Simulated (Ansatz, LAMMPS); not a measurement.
**Convergence of a linear-scaling basis for amorphous carbon (150 atoms)**

Aim: test how closely localised support functions follow the reference on amorphous carbon (150 atoms), and at what cost. A setting counts as converged where the r.m.s. difference of forces stays under 1 % of the r.m.s. force.

Main program and level: Ansatz 0.2.0; Kohn-Sham DFT, PBE, PAW (set soft_2), plane waves.

## 1. The starting structure

The cell holds 150 atoms: 150 C. Cell: a = 10.082 Å, b = 10.082 Å, c = 10.082 Å, α = 90.0°, β = 90.0°, γ = 90.0°. 150 atoms (150 C) placed at random at 2.92 g/cm³, melted at 6000 K for 10 ps at fixed volume with the Tersoff potential (Tersoff, Phys. Rev. B 39, 5566 (1989)). Quenched from 6000 K to 300 K at 100 K/ps and fixed volume, held 5 ps, then minimised at fixed cell.

What the set-up can't give: The quench rate of 100 K/ps is orders of magnitude faster than experiment, which tends to freeze in extra defects. The network of bonds at the start is that of the classical potential that made the cell, and needn't be the one that DFT or experiment would give. Only the Γ point is sampled, in a cell whose shortest periodic width is 10 Å.

## 2. The classical run that made the cell

A classical potential supplies the starting structure, since it reaches far longer times than DFT.

This step: classical MD, Tersoff potential (Tersoff, Phys. Rev. B 39, 5566 (1989)) (LAMMPS 22 Jul 2025 - Update 4).

in.lmp

```
# melt-quench of C150
units metal
atom_style atomic
boundary p p p
region box block 0 10.0824 0 10.0824 0 10.0824
create_box 1 box
mass 1 12.0110   # C
create_atoms 1 random 150 710519 NULL overlap 1.37 maxtry 2000
pair_style tersoff
pair_coeff * * SiCGe.tersoff C
neigh_modify delay 0 every 1 check yes
thermo_style custom step time temp pe press density
thermo_modify norm yes
timestep 0.0005
thermo 100
min_style cg
minimize 1e-4 1e-4 200 2000
reset_timestep 0
velocity all create 6000 710520 mom yes dist gaussian
fix lim all nve/limit 0.05
fix lan all langevin 6000 6000 0.05 710521 zero yes
thermo 500
run 1000 post no
unfix lim
unfix lan
thermo 3333
fix md all nvt temp 6000 6000 0.05
run 20000 post no
unfix md
thermo 11400
fix md all nvt temp 6000 300 0.05
run 114000 post no
unfix md
thermo 5000
fix md all nvt temp 300 300 0.05
run 10000 post no
unfix md
thermo 100
min_style cg
minimize 0 1e-3 2000 20000
write_dump all custom glass.dump id type xs ys zs modify sort id
```

Started as:

```bash
> lmp -in in.lmp -log none -nocite
```

Numbers of over 12 decimals in the logs are rounded to 6 here.

What it wrote:

```text
LAMMPS (22 Jul 2025 - Update 4)
Created orthogonal box = (0 0 0) to (10.0824 10.0824 10.0824)
Created 150 atoms
   Step          Time           Temp          PotEng         Press         Density
         0   0              0             -2.637894       677765.77      2.9189571
        48   0.024          0             -5.69773        96781.776      2.9189571
Loop time of 0.0307531 s on 1 MPI rank(s) for 48 steps with 150 atoms
Minimization stats:
  Stopping criterion = energy tolerance
  Energy initial, next-to-last, final =
     -2.63789404265701  -5.69722732172018  -5.69772998848051
  Force two-norm initial, final = 173.21013 42.859755
[... 34 lines left out ...]
Loop time of 1.96223 s on 1 MPI rank(s) for 10000 steps with 150 atoms
   Step          Time           Temp          PotEng         Press         Density
    145000   72.5           296.48915     -6.9266465      68925.534      2.9189571
    145100   72.55          296.48915     -6.9665008      44737.373      2.9189571
    145200   72.6           296.48915     -6.9665135      44083.363      2.9189571
    145211   72.6055        296.48915     -6.9665135      44087.194      2.9189571
Loop time of 0.220407 s on 1 MPI rank(s) for 211 steps with 150 atoms
Minimization stats:
  Stopping criterion = force tolerance
  Energy initial, next-to-last, final =
     -6.92664649911502  -6.96651346353133  -6.96651346359252
  Force two-norm initial, final = 32.441182 0.00076963252
  Iterations, force evaluations = 211 1109
```

Wall time 32 s (1 thread of AMD EPYC 7R43, shared host); peak memory 0.079 GiB.

## 3. Plane-wave single point

This run is the reference for what follows, at a cutoff of 420 eV.

input.yaml

```yaml
crystal:
  lattice:
    - [10.0824, 0.0, 0.0]
    - [0.0, 10.0824, 0.0]
    - [0.0, 0.0, 10.0824]
  atoms:
    - { symbol: C, position: [0.22589, 0.20636, 0.32018] }
    - { symbol: C, position: [0.51606, 0.079, 0.0113] }
    - { symbol: C, position: [0.82252, 0.96308, 0.29953] }
    - { symbol: C, position: [0.94248, 0.04539, 0.93636] }
    - { symbol: C, position: [0.04618, 0.4704, 0.01432] }
    - { symbol: C, position: [0.67857, 0.29747, 0.82045] }
    - { symbol: C, position: [0.81011, 0.44607, 0.92649] }
    - { symbol: C, position: [0.48824, 0.64707, 0.61663] }
    - { symbol: C, position: [0.66809, 0.94993, 0.79605] }
    - { symbol: C, position: [0.06516, 0.86095, 0.11909] }
    - { symbol: C, position: [0.8957, 0.15014, 0.40512] }
    - { symbol: C, position: [0.00225, 0.81354, 0.84903] }
    - { symbol: C, position: [0.65554, 0.73225, 0.35731] }
    - { symbol: C, position: [0.24238, 0.17647, 0.47014] }
    - { symbol: C, position: [0.67978, 0.07526, 0.86516] }
    - { symbol: C, position: [0.8034, 0.10523, 0.95919] }
    - { symbol: C, position: [0.4629, 0.67848, 0.84439] }
    - { symbol: C, position: [0.25698, 0.30939, 0.67432] }
    - { symbol: C, position: [0.96282, 0.68882, 0.42713] }
    - { symbol: C, position: [0.46597, 0.18468, 0.29592] }
    - { symbol: C, position: [0.60959, 0.42535, 0.76767] }
    - { symbol: C, position: [0.30556, 0.84754, 0.22666] }
    - { symbol: C, position: [0.93826, 0.2442, 0.784] }
    - { symbol: C, position: [0.69538, 0.18998, 0.1495] }
    - { symbol: C, position: [0.68053, 0.56153, 0.77107] }
    - { symbol: C, position: [0.24292, 0.68744, 0.04408] }
    - { symbol: C, position: [0.45701, 0.20045, 0.94373] }
    - { symbol: C, position: [0.49018, 0.94877, 0.96274] }
    - { symbol: C, position: [0.85899, 0.10662, 0.53914] }
    - { symbol: C, position: [0.48733, 0.49105, 0.23531] }
    - { symbol: C, position: [0.26523, 0.57038, 0.37994] }
    - { symbol: C, position: [0.3973, 0.75234, 0.55001] }
    [... 112 atom lines left out ...]
    - { symbol: C, position: [0.46204, 0.42907, 0.75765] }
    - { symbol: C, position: [0.33679, 0.81531, 0.67186] }
    - { symbol: C, position: [0.59264, 0.59631, 0.5372] }
    - { symbol: C, position: [0.48162, 0.31603, 0.05076] }
    - { symbol: C, position: [0.73791, 0.503, 0.18108] }
    - { symbol: C, position: [0.41769, 0.98781, 0.43215] }
kpoints:
  mp_grid: { grid: [1, 1, 1] }
hamiltonian:
  xc: pbe
scf:
  occupations: { method: gaussian, width: 0.05 }
output:
  forces: true
  stress: true
  populations: intrinsic
  dos:
    method: { smearing: { sigma: 0.1 } }
    de: 0.1
    projected: { site_lists: { C: [C] } }
  eigenvalues: true
  write_density: true
  write_potential: true
  volumetric_format: npy
```

Started as:

```bash
> ansatz run input.yaml --threads 8 --pin off --max-ram 15872MiB --backend cpu --events-out ev --progress --plain --runs-dir out
```

What it wrote:

```text
Engine: ansatz 0.2.0, x86_64-unknown-linux-gnu
Pseudopotentials: kind: paw
Pseudopotential: C, paw, valence charge 4, recommended cutoff 420 eV (normal), C.paw.azcp
[... 5 lines on functional and potentials left out ...]
Crystal: 150 atoms, lattice volume = 1024.924 Å³
Basis set: ecut = 420 eV, 20005 PW (Γ), exchange–correlation on 144×144×144 points (8 copies of the dense FFT grid, shifted against one another)
Bands: 450, of which v1, the nominal top of the filled ones, is band 300 counted from 1 (299 counted from 0)
Symmetry: 1 space group operations
Space group: P1 (ITA 1), of the structure as read, at distance tolerance 1.0e-4 Å
k-points: 1
[... 3 lines on functional and potentials left out ...]
Initial density: superposition of atomic densities (neutral atoms: chi_scale 0, normalization atom), corrected by the library's trained network
Initial wavefunctions: pseudopotential atomic-orbital guess
Functional: x = pbe(κ = 0.804, μ = 0.219515), c = pbe(β = 0.066725)
SCF iter   1: F=—  HF=-37492.240105 eV  |F-HF|=—  |Δ(HF+E_count)|=         —  Δρ=1.73e-2  dr2=5.50e0  ethr=1.77e-3  ⟨swp⟩=6.0  Hψ=1821  notcnv=0  defer=116
preconditioner: auto → Kerker (q_TF=auto, 2.495 Å⁻¹)  [metal: Δε(μ)=0.030 eV  Ē_g=14.778 eV  σ=0.050 eV  W_gap=0.33  n_scr=256 (ndim 8)  ℏωp=28.4 eV  f_vac=0.001  D(μ)=43.42/eV (n_scr^D=364)]
SCF iter   2: F=—  HF=-37491.775554 eV  |F-HF|=—  |Δ(HF+E_count)|=   4.65e-1  Δρ=8.94e-3  dr2=1.99e0  ethr=9.17e-4  ⟨swp⟩=1.0  Hψ=518  notcnv=0  defer=117
SCF iter   3: F=—  HF=-37491.535835 eV  |F-HF|=—  |Δ(HF+E_count)|=   2.40e-1  Δρ=2.15e-3  dr2=1.02e-1  ethr=3.32e-4  ⟨swp⟩=3.0  Hψ=536  notcnv=0  defer=118
SCF iter   4: F=—  HF=-37491.524642 eV  |F-HF|=—  |Δ(HF+E_count)|=   1.12e-2  Δρ=8.74e-4  dr2=2.24e-2  ethr=1.69e-5  ⟨swp⟩=3.0  Hψ=560  notcnv=0  defer=129
SCF iter   5: F=—  HF=-37491.523139 eV  |F-HF|=—  |Δ(HF+E_count)|=   1.50e-3  Δρ=2.36e-4  dr2=3.05e-3  ethr=3.73e-6  ⟨swp⟩=2.0  Hψ=320  notcnv=0  defer=129
SCF iter   6: F=—  HF=-37491.523005 eV  |F-HF|=—  |Δ(HF+E_count)|=   1.34e-4  Δρ=9.10e-5  dr2=2.08e-4  ethr=5.08e-7  ⟨swp⟩=3.0  Hψ=573  notcnv=0  defer=129
SCF iter   7: F=—  HF=-37491.523027 eV  |F-HF|=—  |Δ(HF+E_count)|=   2.23e-5  Δρ=2.76e-5  dr2=2.97e-5  ethr=3.47e-8  ⟨swp⟩=3.0  Hψ=571  notcnv=0  defer=129
SCF iter   8: F=—  HF=-37491.524938 eV  |F-HF|=—  |Δ(HF+E_count)|=   1.91e-3  Δρ=9.63e-6  dr2=3.43e-6  ethr=4.95e-9  ⟨swp⟩=3.0  Hψ=737  notcnv=0  defer=137
SCF iter   9: F=—  HF=-37491.524938 eV  |F-HF|=—  |Δ(HF+E_count)|=   9.42e-8  Δρ=3.50e-6  dr2=2.70e-7  ethr=5.72e-10  ⟨swp⟩=3.0  Hψ=540  notcnv=0  defer=137
SCF iter  10: F=-37491.524938 eV  HF=-37491.524938 eV  |F-HF|=1.96e-8  |Δ(HF+E_count)|=   1.45e-8  Δρ=1.22e-6  dr2=3.70e-8  ethr=1.67e-11  ⟨swp⟩=20.0  Hψ=3840  notcnv=0
SCF 1 converged in 10 iterations: F = -37491.524938 eV  dr2 = 3.70e-8
  greatest PAW one-centre occupation: 0.695 electrons in one spin orbital (limit 2), on the C atom at site 50 (counted from 0), in its partial waves of l = 0
SCF converged after 10 iterations
Free energy (F): -37491.524938 eV
Harris-Foulkes:  -37491.524938 eV  (|F-HF|=1.96e-8)
Internal energy: -37491.461764 eV  (E = F + TS)
E sigma→0 (E₀):  -37491.493351 eV
Entropy (-TS):   -0.063174 eV (-0.421 meV/atom)
Fermi energy:    10.760720 eV
--- Per-component energies (eV) ---
  E_band       = 957.235597
  E_kinetic    = 13540.228445
  E_local      = -14344.758410  (includes V_loc(G=0)·N_el)
  E_nonlocal   = 4047.082699
  E_hartree    = 3800.695746
  E_xc         = -7191.253773
  E_vxc        = -8913.850965  (∫ρ·V_xc dr)
  E_paw        = -14863.236628  (= ΣΔE_a)
  E_vpaw       = -972.856661  (= ΣTr[D̂ρ^β])
  E_aug_tail   = 0.001085  (compensation charges beyond the density's cutoff)
  E_ewald      = -22480.220928
  E_smearing   = -0.063174  (= −TS)
  E_closure    = -0.000000  (closes the sum)
  Σ components = -37491.524938   (vs F -37491.524938, Δ=0.00e0)
--- Forces (eV/Å), atoms counted from 1 ---
  atom   1  C     -0.08727986    -0.07200606    -0.03148078
  atom   2  C     -1.37365436    -2.51550303     2.05842637
  atom   3  C     -1.29926678    -1.48713967    -0.64827994
  atom   4  C     -1.01950263     0.93691121    -1.21921265
  atom   5  C     -0.34213079    -1.00196275    -2.17615393
  atom   6  C     -1.50210724     0.68249818    -1.08700797
  atom   7  C      1.40841731     0.82101596     1.14795554
  atom   8  C      0.39194481    -0.58535118    -0.83236727
  atom   9  C     -0.43410888     2.66058133    -0.22028676
  atom  10  C     -0.77232549    -0.77561070     2.19591106
  atom  11  C     -1.17660184    -0.13275199     3.06286644
  atom  12  C      1.09392457     0.78448048    -0.11262016
  atom  13  C     -2.30511096     0.70485872    -0.48806336
  atom  14  C      2.04591334     0.08945048     1.65740840
[...]
atom 149  C      0.27745448    -0.89127606     0.09476771
  atom 150  C     -0.27683957     1.57102503     2.62460588
  max |Σ_I F_I| component: 7.52e-5 eV/Å
--- Stress (GPa, compression-positive) ---
       -9.949351       1.922925      -0.846103
        1.922926       9.899657      -5.791664
       -0.846103      -5.791664       2.550561
  P = ⅓ Tr σ = 0.8336 GPa (8.336 kbar)
--- Band table (eV) ---
  k-point 0: bands = ["-10.3867", "-9.6578", "-9.5739", "-9.3602", [... 434 levels ...], "20.1494", "20.2133", "20.2696", "20.2763", "20.3262", "20.3512", "20.3851", "20.4753", "20.4892", "20.5230", "20.5446", "20.6137"]
--- intrinsic populations: 150 sites ---
  site symbol       q [e]
     0      C      3.9839
     1      C      3.9692
     2      C      3.9990
[...]
149      C      4.0171
  spilling = 0.000000 (of n_electrons = 600.000000)
```

It took 12 s on 8 threads of AMD EPYC 7R43, shared host; peak memory 1.7 GiB; 88 s of CPU time.

The column dr2 measures how far the density is from self-consistency, as an energy; F and HF (Harris–Foulkes) agree once it is small.

Numbers from this run:

```yaml
free_energy: -37491.5249 eV
free_energy_per_atom: -249.9435 eV/atom
scf_cycles: 10
pressure: 0.8336 GPa
r_m_s_force_component: 1.396 eV/Å
longest_force: 4.978 eV/Å
fermi_energy: 10.76 eV
levels_partly_filled_by_over_2_per_cent: 3
```

Neighbours are counted within 1.85 Å (C-C).

Length of the force by element and coordination:

| element | coordination | atoms | mean length of the force (eV/Å) | spread | least | most |
| --- | --- | --- | --- | --- | --- | --- |
| C | all | 150 | 2.21 | 0.986 | 0.117 | 4.98 |
| C | 3 | 112 | 2.47 | 0.929 | 0.432 | 4.98 |
| C | 4 | 38 | 1.43 | 0.702 | 0.117 | 3.14 |

Intrinsic-atomic-orbital charges by element and coordination:

| element | coordination | atoms | mean charge (e) | spread | least | most |
| --- | --- | --- | --- | --- | --- | --- |
| C | all | 150 | 0 | 0.0329 | -0.101 | 0.084 |
| C | 3 | 112 | -0.0053 | 0.0361 | -0.101 | 0.084 |
| C | 4 | 38 | 0.0157 | 0.0105 | -0.0098 | 0.0442 |

States in the cell by windows of 1 eV, zero at the Fermi level; the larger projections on atomic orbitals stand beside the total:

| from (eV) | to (eV) | total | C p | C s |
| --- | --- | --- | --- | --- |
| -14 | -13 | 18.8 | 10.6 | 8.0 |
| -13 | -12 | 27.1 | 16.5 | 10.4 |
| -12 | -11 | 25.8 | 17.4 | 8.3 |
| -11 | -10 | 31.0 | 23.3 | 7.5 |
| -10 | -9 | 36.1 | 30.3 | 5.5 |
| -9 | -8 | 40.4 | 35.6 | 4.5 |
| -8 | -7 | 47.5 | 43.2 | 4.1 |
| -7 | -6 | 48.0 | 44.7 | 3.2 |
| -6 | -5 | 46.9 | 44.3 | 2.4 |
| -5 | -4 | 36.4 | 34.6 | 1.8 |
| -4 | -3 | 23.6 | 22.3 | 1.2 |
| -3 | -2 | 25.3 | 23.6 | 1.5 |
| -2 | -1 | 26.5 | 24.6 | 1.6 |
| -1 | 0 | 30.1 | 27.7 | 2.0 |
| 0 | 1 | 29.0 | 26.6 | 1.9 |
| 1 | 2 | 26.1 | 23.8 | 1.7 |
| 2 | 3 | 27.4 | 24.4 | 2.1 |
| 3 | 4 | 20.6 | 18.0 | 1.8 |
| 4 | 5 | 10.5 | 8.2 | 1.8 |

Between -22 and -14 eV lie 137 more states.

The levels nearest the highest filled one (over half full), pooled over k-points and spins:

| level less the highest filled one (eV) | occupation |
| --- | --- |
| -0.296 | 2 |
| -0.226 | 2 |
| -0.196 | 2 |
| -0.101 | 2.00 |
| -0.0807 | 1.98 |
| 0 | 1.10 |
| 0.0109 | 0.854 |
| 0.0714 | 0.058 |
| 0.0979 | 0.008 |
| 0.157 | 0 |
| 0.231 | 0 |
| 0.281 | 0 |

Electrostatic potential energy in the ac plane at fractional y = 0.443, with atoms of C within 0.2 Å of it. With pseudopotentials it is smooth inside the atoms' cores, unlike the true potential.

Ten even steps from '0' (-54 eV) to '9' (13 eV), each cell a mean:
```
6468877789999999888997337877
5899973267437999999984005621
4899972156004899999997337610
7999987687426899888999889865
8899989999874367425899999998
8899989999960036103899999999
9999999999973268647999999999
8999999999988899999999998987
5899999889999999999999743664
6999999889999999999999600475
9999999889999986458999743799
9999996348999983017999878999
9999994016899985236687326999
9999997458899998862046215899
9899999999999999961048766689
9999999999999999976679985469
9999999999999889722699997689
9999999999998568500589987789
9999998788887558855777851279
9999984137778889999866730169
9999982017889999999988875589
8889876468999999999999999999
6357436899999998668999999998
3036426899999998557999999998
```
Columns run along a (10.1 Å; values clipped at the 3rd and 97th percentile), rows up along c (10.1 Å). Atoms in or near the plane, at fractional coordinates: C at (0.81, 0.93), C at (0.61, 0.77), C at (0.63, 0.27), C at (0.96, 0.90), C at (0.26, 0.15), C at (0.68, 0.40), C at (0.39, 0.88), C at (0.87, 0.19), C at (0.85, 0.59), C at (0.59, 0.50), C at (0.46, 0.76).

Valence density in the ac plane at fractional y = 0.443, with atoms of C within 0.2 Å of it. It is the smooth field of the valence electrons, not physical close to the nuclei.

Ten even steps from '_' (0.1 e/Å³) to '@' (2.0 e/Å³), each cell a mean:
```
##**==----++++==::........__..::++++::..::==****==----++
##--..__..--**##++++++**==..____........::**%%%%##**##%%
**::____..--**######%%%%**::____________..==****++**%%%%
==::____..--========**%%##--....::::..____..::::::::==**
--::......::::......::**%%##++==****++::____________..--
::::..........______..==%%%%%%##%%%%**--______________..
::..______....______..==####++==++++==..______________::
--..________..........------..........______..::::::::--
==::________..::::..........______________..--**********
==::________::--::..__________......______..==%%%%%%**++
......______::==--..______..::==++==::____..==##**==::::
__....____..==****--..__....--##%%##==......==**==::____
__________::++%%%%**--..__..::++##@@%%++--==**##++..____
....______..--++**==--..______..--##@@%%%%####%%##--..__
......______..........__________..==%%%%##====**##++--::
....____________________________..++%%##--....--++**==::
________________________..::::::==##%%++..____::==++--..
____________....______::==++====**%%%%++::....--++++::__
__________..------::::==****++====++**++==--==**####--..
__________::**####++========::......::--====++##%%%%++..
..______..--##%%%%++--::....________....::::----==++--::
::::....::++##**==::..__________..::....______........::
==****++**##**--..____________::++++--..______________::
**##%%####**++::____________..--%%%%==..__..::....__..--
```
Columns run along a (10.1 Å), rows up along c (10.1 Å). Atoms in or near the plane, at fractional coordinates: C at (0.81, 0.93), C at (0.61, 0.77), C at (0.63, 0.27), C at (0.96, 0.90), C at (0.26, 0.15), C at (0.68, 0.40), C at (0.39, 0.88), C at (0.87, 0.19), C at (0.85, 0.59), C at (0.59, 0.50), C at (0.46, 0.76).

Intrinsic-atomic-orbital charges run from -0.10 to +0.08 e. Within 0.4 eV of the Fermi level the largest share is C p (93 % of the projected weight).

[end of part 1 of 2]

[Logs are printed without paths, hosts, clocks, repeated set-up lines and the standing remarks that a program may print on its own settings, such as how far it seeks lower states.]

[Hosts, paths, dates, database ids (printed as entryN), source tags and the programs' standing remarks are cut or masked in the printed files.]
